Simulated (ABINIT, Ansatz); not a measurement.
## CdS (Greenockite): bands and cutoff in G0W0 with ABINIT

What does each rung of G0W0 on CdS (Greenockite) cost, and what does it buy?

Method: PBE and many-body steps on it, plane waves, in ABINIT 10.8.3.

Report form: the programs' logs are mostly left out.

**1. Set-up**

Symmetry: P6_3mc, No. 186, hexagonal system. The conventional cell has a = 4.137 Å, b = 4.137 Å, c = 6.714 Å, α = 90.00°, β = 90.00°, γ = 120.00°. Nearest to Cd lie 4 S at 2.52 to 2.53 Å. S has 4 Cd at 2.52 to 2.53 Å nearest. Farther neighbours and most contacts between anions are not listed.

Coordinates:

```cif
data_structure
_symmetry_space_group_name_H-M 'P6_3mc'
_symmetry_Int_Tables_number 186
_cell_length_a 4.1370
_cell_length_b 4.1370
_cell_length_c 6.7144
_cell_angle_alpha 90.000
_cell_angle_beta 90.000
_cell_angle_gamma 120.000
_cell_volume 99.52
loop_
_atom_site_label
_atom_site_type_symbol
_atom_site_symmetry_multiplicity
_atom_site_Wyckoff_symbol
_atom_site_fract_x
_atom_site_fract_y
_atom_site_fract_z
_atom_site_occupancy
Cd1 Cd 2 b 0.66667 0.33333 0.00000 1
S1 S 2 b 0.66667 0.33333 0.37500 1
```

The cell and positions come from the Crystallography Open Database and are kept as given unless a step says otherwise.

**2. Empty states on the mesh, 3×3×2 mesh, 420 bands**

This step: ABINIT 10.8.3; DFT, PBE, plane waves, norm-conserving pseudopotentials.

The sums over transitions need many empty states on a uniform mesh; this step solves for them.

Input file run.abi:

```
acell 3*1.0 Angstrom
rprim 
  4.137000000025 -0.000000000006 0.000000000000
  -2.068500000008 3.582747095481 0.000000000000
  0.000000000000 0.000000000000 6.714400000000
ntypat 2
znucl 48 16
natom 4
typat 1 1 2 2
xred 
  0.666666666667 0.333333333333 0.000000000000
  0.333333333333 0.666666666667 0.500000000000
  0.666666666667 0.333333333333 0.375000000000
  0.333333333333 0.666666666667 0.875000000000
pp_dirpath "pseudos"
pseudos "Cd.upf, S.upf"
ecut 47
ngkpt 3 3 2
nshiftk 1
shiftk 0 0 0
kptopt 1
chksymbreak 0
iscf -2
irdden 1
istwfk *1
nband 420
nbdbuf 38
tolwfr 1e-09
nstep 60
prtvol 0
indata_prefix "in"
outdata_prefix "out"
tmpdata_prefix "tmp"
```

Launch:

```bash
$ OMP_NUM_THREADS=1 mpirun -n 4 abinit run.abi > log
```

The job ended after 22 min (4 MPI ranks of Intel Xeon Platinum 8259CL at 2.50GHz (Skylake/Cascade Lake), shared host; peak memory 0.82 GiB; 87 min of CPU time).

This step gave:

```
gap                                                           : 1.219 eV
k of the valence top                                          : 0, 0, 0
k of the conduction bottom                                    : 0, 0, 0
least direct gap                                              : 1.219 eV
k points computed                                             : 6
lowest point of the top converged band, above the valence top : 126.2437 eV
```

On this mesh the gap is 1.219 eV.

The density comes from a self-consistent run that is not shown.

**3. Screening, 3×3×2 mesh, 70 bands, screening to 76.2 eV**

The RPA dielectric matrix is built and inverted for each q.

This step: RPA screening on PBE, plane waves, norm-conserving pseudopotentials.

Changes to run.abi since step 2:

```diff
@@ -22,10 +22,11 @@
 chksymbreak 0
-iscf -2
-irdden 1
 istwfk *1
-nband 420
-nbdbuf 38
-tolwfr 1e-09
-nstep 60
-prtvol 0
+occopt 1
+irdwfk 1
+optdriver 3
+nband 70
+ecuteps 2.8
+inclvkb 2
+awtr 1
+symchi 1
 indata_prefix "in"
```

Wall time 42 s (4 MPI ranks); peak memory 1.1 GiB; 2.8 min of CPU time.

Numbers from this step:

```yaml
eps_infinity_with_local_fields_on_this_mesh_along_the_program_s_q_direction: 13.14
the_same_without_local_fields: 13.86
plasma_frequency: 26.84 eV
plane_waves_in_the_screening_matrix: 135
```

Local fields lower ε∞ by 5 %. On a Γ-centred mesh this coarse the value itself is usually too large, while a short band sum pulls it down.

**4. 70 bands, 76.2 eV**

The self-energy is evaluated for the states that the input lists, and the levels follow from it, in one-shot runs by the linearised quasiparticle equation.

This step: G0W0 on PBE, plane waves, norm-conserving pseudopotentials.

Changes to run.abi since step 3:

```diff
@@ -25,8 +25,15 @@
 irdwfk 1
-optdriver 3
+optdriver 4
 nband 70
+gwcalctyp 0
+ecutsigx 47
+symsigma 1
+nkptgw 1
+kptgw 
+  0.0000000000 0.0000000000 0.0000000000
+bdgw 
+  25 28
 ecuteps 2.8
-inclvkb 2
-awtr 1
-symchi 1
+irdscr 1
+ppmodel 1
 indata_prefix "in"
```

Wall time 11 s (4 MPI ranks); peak memory 0.99 GiB.

This step gave:

* G0W0 gap on the points computed: 2.139 eV
* starting gap on the mesh: 1.219 eV
* k of the valence top: 0, 0, 0
* k of the conduction bottom: 0, 0, 0
* Z at the valence top: 0.785
* Z at the conduction bottom: 0.815
* least direct G0W0 gap on the computed points: 2.139 eV

The gap on the mesh goes from 1.22 eV to 2.14 eV, a correction of +0.92 eV.

**5. Screening, 3×3×2 mesh, 171 bands, screening to 141.5 eV**

This step: RPA screening on PBE, plane waves, norm-conserving pseudopotentials.

Changes to run.abi since step 4:

```diff
@@ -25,15 +25,8 @@
 irdwfk 1
-optdriver 4
-nband 70
-gwcalctyp 0
-ecutsigx 47
-symsigma 1
-nkptgw 1
-kptgw 
-  0.0000000000 0.0000000000 0.0000000000
-bdgw 
-  25 28
-ecuteps 2.8
-irdscr 1
-ppmodel 1
+optdriver 3
+nband 171
+ecuteps 5.2
+inclvkb 2
+awtr 1
+symchi 1
 indata_prefix "in"
```

The job ended after 3.6 min (4 MPI ranks; peak memory 1.6 GiB; 14 min of CPU time).

This step gave:

* ε∞ with local fields, on this mesh, along the program's q direction: 13.17
* the same without local fields: 13.95
* plasma frequency: 26.84 eV
* plane waves in the screening matrix: 379

**6. 171 bands, 141.5 eV**

This step: G0W0 on PBE, plane waves, norm-conserving pseudopotentials.

Changes to run.abi since step 5:

```diff
@@ -25,8 +25,15 @@
 irdwfk 1
-optdriver 3
+optdriver 4
 nband 171
+gwcalctyp 0
+ecutsigx 47
+symsigma 1
+nkptgw 1
+kptgw 
+  0.0000000000 0.0000000000 0.0000000000
+bdgw 
+  25 28
 ecuteps 5.2
-inclvkb 2
-awtr 1
-symchi 1
+irdscr 1
+ppmodel 1
 indata_prefix "in"
```

It took 25 s on 4 MPI ranks; peak memory 1.4 GiB; 99 s of CPU time.

Numbers from this step:

| Quantity | Value |
| --- | --- |
| G0W0 gap on the points computed | 2.067 eV |
| starting gap on the mesh | 1.219 eV |
| k of the valence top | 0, 0, 0 |
| k of the conduction bottom | 0, 0, 0 |
| Z at the valence top | 0.78 |
| Z at the conduction bottom | 0.814 |
| least direct G0W0 gap on the computed points | 2.067 eV |

Against G0W0 in ABINIT (3×3×2 mesh, 70 bands, screening to 76.2 eV, Godby-Needs plasmon pole), the gap moves by −0.072 eV.

**7. Screening, 3×3×2 mesh, 382 bands, screening to 217.7 eV**

This step: RPA screening on PBE, plane waves, norm-conserving pseudopotentials.

Changes to run.abi since step 6:

```diff
@@ -25,15 +25,8 @@
 irdwfk 1
-optdriver 4
-nband 171
-gwcalctyp 0
-ecutsigx 47
-symsigma 1
-nkptgw 1
-kptgw 
-  0.0000000000 0.0000000000 0.0000000000
-bdgw 
-  25 28
-ecuteps 5.2
-irdscr 1
-ppmodel 1
+optdriver 3
+nband 382
+ecuteps 8
+inclvkb 2
+awtr 1
+symchi 1
 indata_prefix "in"
```

Wall time 13 min (4 MPI ranks); peak memory 3.2 GiB.

This step gave:

```yaml
eps_infinity_with_local_fields_on_this_mesh_along_the_program_s_q_direction: 13.17
the_same_without_local_fields: 13.96
plasma_frequency: 26.84 eV
plane_waves_in_the_screening_matrix: 713
```

**8. 382 bands, 217.7 eV**

This step: G0W0 on PBE, plane waves, norm-conserving pseudopotentials.

Changes to run.abi since step 7:

```diff
@@ -25,8 +25,15 @@
 irdwfk 1
-optdriver 3
+optdriver 4
 nband 382
+gwcalctyp 0
+ecutsigx 47
+symsigma 1
+nkptgw 1
+kptgw 
+  0.0000000000 0.0000000000 0.0000000000
+bdgw 
+  25 28
 ecuteps 8
-inclvkb 2
-awtr 1
-symchi 1
+irdscr 1
+ppmodel 1
 indata_prefix "in"
```

Elapsed: 1.7 min, on 4 MPI ranks; peak memory 3.4 GiB.

This step gave:

* G0W0 gap on the points computed: 2.133 eV
* starting gap on the mesh: 1.219 eV
* k of the valence top: 0, 0, 0
* k of the conduction bottom: 0, 0, 0
* least direct G0W0 gap on the computed points: 2.133 eV

Against G0W0 in ABINIT (3×3×2 mesh, 171 bands, screening to 141.5 eV, Godby-Needs plasmon pole), the gap moves by +0.066 eV.

**9. Side by side**

Times are wall times on 4 MPI ranks of Intel Xeon Platinum 8259CL at 2.50GHz (Skylake/Cascade Lake), shared host, good to a factor of about two. A run's time includes the screening step that it read.

```csv
run,mesh,bands,screening cutoff (eV),DFT gap (eV),gap on the mesh (eV),direct (eV),ε∞ used,time
"70 bands, 76.2 eV",3×3×2,70,76.2,1.219,2.139,2.139,13.14,52 s
"171 bands, 141.5 eV",3×3×2,171,141.5,1.219,2.067,2.067,13.17,4 min
"382 bands, 217.7 eV",3×3×2,382,217.7,1.219,2.133,2.133,13.17,14 min
```

**10. Results**

```json
{"70 bands, 76.2 eV": "2.139 eV", "171 bands, 141.5 eV": "2.067 eV", "382 bands, 217.7 eV": "2.133 eV", "known limits": "not at the basis limit; no spin-orbit coupling; coarse k mesh"}
```

From the first rung to the last the gap moves by −0.01 eV for 16 times the time. The gap turns back along the series, so no limit is drawn from it. In the G0W0 runs levels were corrected at 1 k point alone, so a gap called «on the mesh» is the least over those, and an edge elsewhere would be missed. The 3×3×2 mesh is coarse for this cell, which bears on the long-range parts of exchange and screening. The many-body steps are scalar-relativistic: spin-orbit coupling is not in them.

[Paths, hosts, dates, memory and timing lines, banners, echoed tables and standing remarks are left out of the program output.]

[Logs are printed without paths, hosts, clocks, repeated set-up lines and the standing remarks that a program may print on its own settings, such as how far it seeks lower states.]

[Runs of the session that timed out or met a known fault of the program may be left out.]

[Hosts, paths, dates, database ids (printed as entryN), source tags and the programs' standing remarks are cut or masked in the printed files.]

[G0W0 gaps are taken among the corrected bands and points alone; a level outside them can change the order at an edge.]

[Where Ansatz stands beside ABINIT at settings called matched, ABINIT's density can come from a denser mesh and the files from another edition; pairs whose starting gaps differed by over 0.03 eV were left out, so agreement reads better than it is.]
